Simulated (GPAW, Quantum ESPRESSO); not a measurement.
# C K ELNES/XANES of HfC (Fm-3m) from DFT, part 3 of 4

Aim: the C K edge of HfC (Fm-3m) by two routes, a Lanczos recursion (XSpectra) and a sum over empty bands (GPAW), to see which features are robust.

Quantum ESPRESSO 7.5 and GPAW 26.7.0; core-hole supercells, plane-wave PAW LDA.

So far. Step 8 (Spectrum with XCH, C atom 2 (Quantum ESPRESSO)): The total-energy difference is 284.80 eV. One term is added: -6.67 eV, since the hole is spin-paired here and a spin-polarised one costs that much less in the free atom (computed apart). The photon energy is then 278.13 eV. The functional leaves an error in such absolute values: in the free atom LDA prices this hole 2.9 eV below PBE (computed apart), and PBE is itself good to a few eV.

The database entry behind the starting cell differs from later determinations by our own check (about 0.2 % long), so it need not match the best structure at ambient conditions.

### 9. Another broadening

Level of this step: X-ray absorption near-edge structure, plane-wave PAW LDA, one-electron final states by a Lanczos continued fraction (Quantum ESPRESSO).

The final state's lifetime shortens with energy, so measured features broaden above the edge; the saved Lanczos coefficients are redrawn with a width that grows.

The input, xspectra_plot.in:

```
&input_xspectra
   calculation='xanes_dipole', edge='K'
   prefix='x', outdir='tmp', xiabs=2, xe0=15.2796
   xonly_plot=.true., x_save_file='xanes.sav'
   xniter=3000, xcheck_conv=20, xerror=0.005
   xcoordcrys=.false., xepsilon(1)=1, xepsilon(2)=0, xepsilon(3)=0
/
&plot
   xnepoint=413, xemin=-10, xemax=45, terminator=.true., cut_occ_states=.true.
   gamma_mode='variable', gamma_energy(1)=4, gamma_energy(2)=25, gamma_value(1)=0.3, gamma_value(2)=2.5
/
&pseudos
   filecore='../C.wfc'
/
&cut_occ
   cut_desmooth=0.1, cut_stepl=0.05, cut_stepu=0.05, cut_ierror=1e-5
/
6 6 6 0 0 0
```

On the command line:

```bash
OMP_NUM_THREADS=1 xspectra.x -in xspectra_plot.in > xspectra_plot.out
```

Numbers of over 12 decimals in the logs are rounded to 6 here.

The log of the run:

```text
     [... banner and references ...]
Reading input_file
     -------------------------------------------------------------------------

     calculation: xanes_dipole

     xonly_plot: TRUE
        => only the spectrum plot

     main plot parameters:
        cut_occ_states: TRUE
        gamma_mode:  variable
        -> first, constant up to point ( 4.00, 0.30) [eV]
        -> then, linear up to point (25.00, 2.50) [eV]
        -> finally, constant up to xemax
        xemin [eV]: -10.00
        xemax [eV]:  45.00
        xnepoint:  413
[...]
xemin [eV]: -10.00
        xemax [eV]:  45.00
        xnepoint:  413
        energy-dependent broadening parameter:
         -> first, constant up to point ( 4.00, 0.30) [eV]
         -> then, linear up to point (25.00, 2.50) [eV]
         -> finally, constant up to xemax
        Core level energy [eV]:  -284.2
         (from electron binding energy of neutral atoms in X-ray data booklet)

     Cross-section successfully written in xanes.dat

     -------------------------------------------------------------------------
                                END JOB XSpectra
     -------------------------------------------------------------------------
[key lines of the parts left out:]
Fermi level [eV]:  15.5924
```

Run time: 3.1 s. Hardware: 1 MPI rank of Arm Neoverse V1, shared host; peak memory 0.05 GiB.

With a Lorentzian half width 0.3 eV up to 4 eV, rising linearly to 2.5 eV at 25 eV, the maxima are 1.6 eV (0.83), 2.5 eV (1.08), 3.2 eV (1.19), 5.0 eV (1.69) and 10.2 eV (1.84).

### 10. Ground state of the crystal (GPAW)

The second program starts from its own ground state, on the same cell and functional.

The input, scf.py:

```python
import numpy as np
from ase import Atoms
from ase.parallel import parprint, paropen
from gpaw import GPAW, PW, FermiDirac, Mixer, MixerDif, setup_paths
from gpaw.test import gen
setup_paths.insert(0, '.')
gen('C', name='nch1s', xcname='LDA', corehole=(1, 0, 0), write_xml=True)
from gpaw.mpi import world
world.barrier()

atoms = Atoms('HfC',
    cell=[[0, 2.325, 2.325],
     [2.325, 0, 2.325],
     [2.325, 2.325, 0]],
    scaled_positions=[[0.5, 0.5, 0.5],
     [0, 0, 0]],
    pbc=True)
atoms.calc = calc = GPAW(legacy_gpaw=True, mode=PW(500, force_complex_dtype=True), xc='LDA', setups={1: 'nch1s'},
    kpts={'size': (9, 9, 9), 'gamma': True}, occupations=FermiDirac(0.05),
    charge=0, mixer=Mixer(0.1, 5, 50), maxiter=150,
    convergence={'density': 0.0001, 'eigenstates': 1e-6}, txt='scf.txt')
energy = atoms.get_potential_energy() + calc.get_reference_energy()
ef = calc.get_fermi_level()
out = dict(energy=energy, fermi=ef, forces=atoms.get_forces().tolist())
parprint(f'all-electron energy {energy:.4f} eV, Fermi level {ef:.4f} eV')
ev = np.array([[calc.get_eigenvalues(k, s) for k in range(len(calc.get_ibz_k_points()))] for s in range(calc.get_number_of_spins())])
out['homo'], out['lumo'], out['counts'] = ev[ev < ef].max(), ev[ev > ef].min(), sorted(set((ev < ef).sum((0, 2)).tolist()))
out['filled'] = (ev[:, 0] < ef).sum(1).tolist()
import json
with paropen('out.json', 'w') as f:
    json.dump(out, f)
```

On the command line:

```bash
OMP_NUM_THREADS=1 mpirun -n 4 gpaw python scf.py
```

The log of the run:

```text
Input parameters:
  convergence: {density: 0.0001,
                eigenstates: 1e-06}
  kpts: {gamma: True,
         size: (9, 9, 9)}
  maxiter: 150
  mixer: {backend: pulay,
          beta: 0.1,
          method: separate,
          nmaxold: 5,
          weight: 50}
  mode: {ecut: 500.0,
         force_complex_dtype: True,
         name: pw}
  occupations: {fixmagmom: False,
                name: fermi-dirac,
[...]
2s(2) :    -0.501207     1.045313
*s    :     0.498793
2p(2) :    -0.198967     0.954320
*p    :     0.801033
*d    :     0.000000
--------------------------------

Diagonalizing with gridspacing h=0.050

state   all-electron     PAW
-------------------------------
2s:      -0.501207    -0.501829
2p:      -0.198967    -0.199729
*d:                    0.045938
*f:                    0.074849
-------------------------------
all-electron energy -410680.5836 eV, Fermi level 10.6128 eV
[key lines of the parts left out:]
Converged after 11 iterations.
Dipole moment: (-0.000000, -0.000000, -0.000000) |e|*Ang
Free energy:    -20.453790
Fermi level: 10.61279
```

It took 5.1 s on 4 MPI ranks; peak memory 0.16 GiB; 20 s of CPU time.

The mesh shows no gap, so the system is treated as a metal and the core electron is put at the Fermi level (neutral cell).

### 11. Spectrum without a core hole, C atom 2 (GPAW)

This cheap baseline ignores the attraction of the hole: it shows the absorber's empty states as they are in the ground state. The data set with a hole of occupation 0 only carries the core orbital.

The input, xas.py:

```python
import numpy as np
from ase import Atoms
from ase.parallel import parprint, paropen
from gpaw import GPAW, PW, FermiDirac, Mixer, MixerDif, setup_paths
from gpaw.test import gen
setup_paths.insert(0, '.')
gen('C', name='nch1s', xcname='LDA', corehole=(1, 0, 0), write_xml=True)
from gpaw.mpi import world
world.barrier()

atoms = Atoms('HfC',
    cell=[[0, 2.325, 2.325],
     [2.325, 0, 2.325],
     [2.325, 2.325, 0]],
    scaled_positions=[[0.5, 0.5, 0.5],
     [0, 0, 0]],
    pbc=True)
atoms.calc = calc = GPAW(legacy_gpaw=True, mode=PW(500, force_complex_dtype=True), xc='LDA', setups={1: 'nch1s'},
    kpts={'size': (13, 13, 13), 'gamma': True}, occupations=FermiDirac(0.1),
    charge=0, mixer=Mixer(0.1, 5, 50), maxiter=150,
    convergence={'density': 0.0001, 'eigenstates': 1e-6}, txt='scf.txt')
energy = atoms.get_potential_energy() + calc.get_reference_energy()
ef = calc.get_fermi_level()
out = dict(energy=energy, fermi=ef, forces=atoms.get_forces().tolist())
parprint(f'all-electron energy {energy:.4f} eV, Fermi level {ef:.4f} eV')
ev = np.array([[calc.get_eigenvalues(k, s) for k in range(len(calc.get_ibz_k_points()))] for s in range(calc.get_number_of_spins())])
out['homo'], out['lumo'], out['counts'] = ev[ev < ef].max(), ev[ev > ef].min(), sorted(set((ev < ef).sum((0, 2)).tolist()))
out['filled'] = (ev[:, 0] < ef).sum(1).tolist()

from ase.units import Ha
from gpaw.xas import dipole_matrix_elements
nb = int(calc.get_number_of_electrons() / 2) + 23
top = nb
nscf = calc.fixed_density(kpts={'size': (11, 11, 11), 'gamma': True},
    convergence={'eigenstates': 1.0}, txt='nscf.txt')
nscf.diagonalize_full_hamiltonian(nbands=nb)
cell = atoms.cell.array
ops = [cell.T @ U.T @ np.linalg.inv(cell.T) for U in nscf.wfs.kd.symmetry.op_scc]
E = np.arange(-25, 34, 0.1)
fwhm = np.interp(E, [4, 25], [0.9, 3.5])
Y, X, zero, highest = 0, 0, 1e9, 1e9
for spin in range(nscf.get_number_of_spins()):
    wfs = nscf.wfs
    mine = wfs.bd.get_slice()  # this rank's bands
    A = dipole_matrix_elements(wfs.setups[1])
    eps = np.zeros((wfs.kd.nibzkpts, nb))
    d = np.zeros((3, A.shape[1], wfs.kd.nibzkpts, nb), complex)
    for kpt in wfs.kpt_u:
        if kpt.s == spin and 1 in kpt.P_ani:
            eps[kpt.k, mine] = kpt.eps_n * Ha
            d[:, :, kpt.k, mine] = (kpt.weight * wfs.nspins / 2) ** 0.5 * np.inner(A, kpt.P_ani[1])
    world.sum(eps)
    world.sum(d)
    T = np.einsum('amkn,bmkn->abkn', d, d.conj()).real
    T = sum(np.einsum('ai,ijkn,bj->abkn', R, T, R) for R in ops) / len(ops)
    empty = eps > ef
    zero, highest = min(zero, eps[empty].min()), min(highest, eps[:, top - 1].min())
    lines = [(eps, T, empty)] if spin == 0 else lines + [(eps, T, empty)]
for eps, T, empty in lines:
    f = np.einsum('aakn->akn', T).reshape(3, -1)
    x = eps.ravel() - zero
    w = np.interp(x, E, fwhm) / 2.35482
    g = np.exp(-0.5 * ((E[:, None] - x) / w) ** 2) / (w * (2 * np.pi) ** 0.5)
    Y = Y + (f * empty.ravel()) @ g.T
    X = X + (f * ~empty.ravel()) @ g.T
out.update(E=E.round(2).tolist(), xas=Y.tolist(), xes=X.tolist(), zero=zero, valid=highest - zero, nk=len(eps), nb=nb)
for i in range(0, len(E), 10):
    parprint(f'{E[i]:7.2f}', *(f'{v:10.3e}' for v in Y[:, i]))
import json
with paropen('out.json', 'w') as f:
    json.dump(out, f)
```

On the command line:

```bash
OMP_NUM_THREADS=1 mpirun -n 4 gpaw python xas.py
```

The log of the run:

```text
Input parameters:
  convergence: {density: 0.0001,
                eigenstates: 1e-06}
  kpts: {gamma: True,
         size: (13, 13, 13)}
  maxiter: 150
  mixer: {backend: pulay,
          beta: 0.1,
          method: separate,
          nmaxold: 5,
          weight: 50}
  mode: {ecut: 500.0,
         force_complex_dtype: True,
         name: pw}
  occupations: {fixmagmom: False,
                name: fermi-dirac,
[...]
*p    :     0.801033
*d    :     0.000000
--------------------------------

Diagonalizing with gridspacing h=0.050

state   all-electron     PAW
-------------------------------
2s:      -0.501207    -0.501829
2p:      -0.198967    -0.199729
*d:                    0.045938
*f:                    0.074849
-------------------------------
all-electron energy -410680.5871 eV, Fermi level 10.6279 eV
[...]
32.00  2.094e-04  2.094e-04  2.094e-04
  33.00  1.414e-04  1.414e-04  1.414e-04
[key lines of the parts left out:]
Converged after 11 iterations.
Dipole moment: (-0.000000, -0.000000, -0.000000) |e|*Ang
Free energy:    -20.460835
Fermi level: 10.62791
```

Wall time 19 s (4 MPI ranks); peak memory 0.23 GiB.

The C K spectrum, C atom 2, no core hole (energy from the lowest empty level; intensity scaled to a mean of 1 over the first 20 eV):

```
E (eV)  intensity
  -2.0       0.00
  -1.5       0.00
  -1.0       0.01
  -0.5       0.12
   0.0       0.42
   0.5       0.56
   1.0       0.59
   1.5       0.58
   2.0       0.64
   2.5       0.69
   3.0       0.71
   3.5       0.80
   4.0       0.89
   4.5       0.95
   5.0       1.21
   5.5       1.32
   6.0       1.14
   6.5       0.85
   7.0       0.69
   7.5       0.76
   8.0       0.92
   8.5       1.04
   9.0       1.11
   9.5       1.20
  10.0       1.35
  10.5       1.59
  11.0       1.85
  11.5       1.99
  12.0       2.05
  12.5       2.09
  13.0       2.02
  13.5       1.77
  14.0       1.43
  14.5       1.12
  15.0       0.90
  15.5       0.78
  16.0       0.73
  16.5       0.71
  17.0       0.66
  17.5       0.58
  18.0       0.45
  18.5       0.33
  19.0       0.25
  19.5       0.21
  20.0       0.22
  20.5       0.25
  21.0       0.29
  21.5       0.31
  22.0       0.32
  22.5       0.33
  23.0       0.35
  23.5       0.37
  24.0       0.41
  24.5       0.44
  25.0       0.48
  25.5       0.51
  26.0       0.55
  26.5       0.61
  27.0       0.70
  27.5       0.83
  28.0       0.97
  28.5       1.12
  29.0       1.23
  29.5       1.29
  30.0       1.27
  30.5       1.18
  31.0       1.03
  31.5       0.87
  32.0       0.71
```

Main maxima below 24 eV (height): 5.4 eV (1.33) and 12.5 eV (2.09). 

The same matrix elements for filled bands give the C K emission of C atom 2 (ground-state approximation; energy from the lowest empty level, largest value 1):

```
E (eV)  emission
-24.00      0.00
-23.25      0.00
-22.50      0.00
-21.75      0.00
-21.00      0.00
-20.25      0.00
-19.50      0.00
-18.75      0.00
-18.00      0.00
-17.25      0.00
-16.50      0.00
-15.75      0.00
-15.00      0.00
-14.25      0.00
-13.50      0.00
-12.75      0.00
-12.00      0.00
-11.25      0.00
-10.50      0.00
 -9.75      0.01
 -9.00      0.00
 -8.25      0.00
 -7.50      0.00
 -6.75      0.00
 -6.00      0.03
 -5.25      0.12
 -4.50      0.23
 -3.75      0.27
 -3.00      0.74
 -2.25      0.85
 -1.50      0.41
 -0.75      0.22
  0.00      0.06
  0.75      0.00
  1.50      0.00
  2.25      0.00
  3.00      0.00
```

Emission maxima: -2.6 eV (1.00).

### 12. Reference energy of the supercell (GPAW)

Total energies of two programs can't be mixed, so the cell and mesh of GPAW's hole run get a reference energy of their own.

scf.py: that of step 10 with these lines changed.

```diff
@@ -10,11 +10,25 @@
 
-atoms = Atoms('HfC',
-    cell=[[0, 2.325, 2.325],
-     [2.325, 0, 2.325],
-     [2.325, 2.325, 0]],
-    scaled_positions=[[0.5, 0.5, 0.5],
-     [0, 0, 0]],
+atoms = Atoms('Hf8C8',
+    cell=[[0, 4.65, 4.65],
+     [4.65, 0, 4.65],
+     [4.65, 4.65, 0]],
+    scaled_positions=[[0.25, 0.25, 0.25],
+     [0.25, 0.25, 0.75],
+     [0.25, 0.75, 0.25],
+     [0.75, 0.25, 0.25],
+     [0.25, 0.75, 0.75],
+     [0.75, 0.25, 0.75],
+     [0.75, 0.75, 0.25],
+     [0.75, 0.75, 0.75],
+     [0, 0, 0],
+     [0, 0, 0.5],
+     [0, 0.5, 0],
+     [0.5, 0, 0],
+     [0, 0.5, 0.5],
+     [0.5, 0, 0.5],
+     [0.5, 0.5, 0],
+     [0.5, 0.5, 0.5]],
     pbc=True)
-atoms.calc = calc = GPAW(legacy_gpaw=True, mode=PW(500, force_complex_dtype=True), xc='LDA', setups={1: 'nch1s'},
-    kpts={'size': (9, 9, 9), 'gamma': True}, occupations=FermiDirac(0.05),
+atoms.calc = calc = GPAW(legacy_gpaw=True, mode=PW(500, force_complex_dtype=True), xc='LDA', setups={8: 'nch1s'},
+    kpts={'size': (5, 5, 5), 'gamma': True}, occupations=FermiDirac(0.1),
     charge=0, mixer=Mixer(0.1, 5, 50), maxiter=150,
```

On the command line:

```bash
OMP_NUM_THREADS=1 mpirun -n 4 gpaw python scf.py
```

The log of the run:

```text
Input parameters:
  convergence: {density: 0.0001,
                eigenstates: 1e-06}
  kpts: {gamma: True,
         size: (5, 5, 5)}
  maxiter: 150
  mixer: {backend: pulay,
          beta: 0.1,
          method: separate,
          nmaxold: 5,
          weight: 50}
  mode: {ecut: 500.0,
         force_complex_dtype: True,
         name: pw}
  occupations: {fixmagmom: False,
                name: fermi-dirac,
[...]
2s(2) :    -0.501207     1.045313
*s    :     0.498793
2p(2) :    -0.198967     0.954320
*p    :     0.801033
*d    :     0.000000
--------------------------------

Diagonalizing with gridspacing h=0.050

state   all-electron     PAW
-------------------------------
2s:      -0.501207    -0.501829
2p:      -0.198967    -0.199729
*d:                    0.045938
*f:                    0.074849
-------------------------------
all-electron energy -3285444.6745 eV, Fermi level 10.6484 eV
[key lines of the parts left out:]
Converged after 22 iterations.
Dipole moment: (0.000000, -0.000000, 0.000000) |e|*Ang
Free energy:   -163.670019
Fermi level: 10.64838
```

Elapsed: 65 s, on 4 MPI ranks; peak memory 0.28 GiB.

Reference energy: -3285444.675 eV with the cores included.

(Part 3 of 4 ends here.)

[Banner, clock and machine lines of the logs are left out without a mark of their own.]

[Logs are printed without paths, hosts, clocks, repeated set-up lines and the standing remarks that a program may print on its own settings, such as how far it seeks lower states.]

[Hosts, paths, dates, database ids (printed as entryN), source tags and the programs' standing remarks are cut or masked in the printed files.]

[Lists of maxima count a maximum above −3 eV only where it reaches 4 % of the highest in the window and stands out from its surroundings by 2 % of it (1.5 % where it reaches 55 %); shoulders and weaker maxima are passed over, and of the rest the first, up to two pre-edge ones and the few strongest are named.]
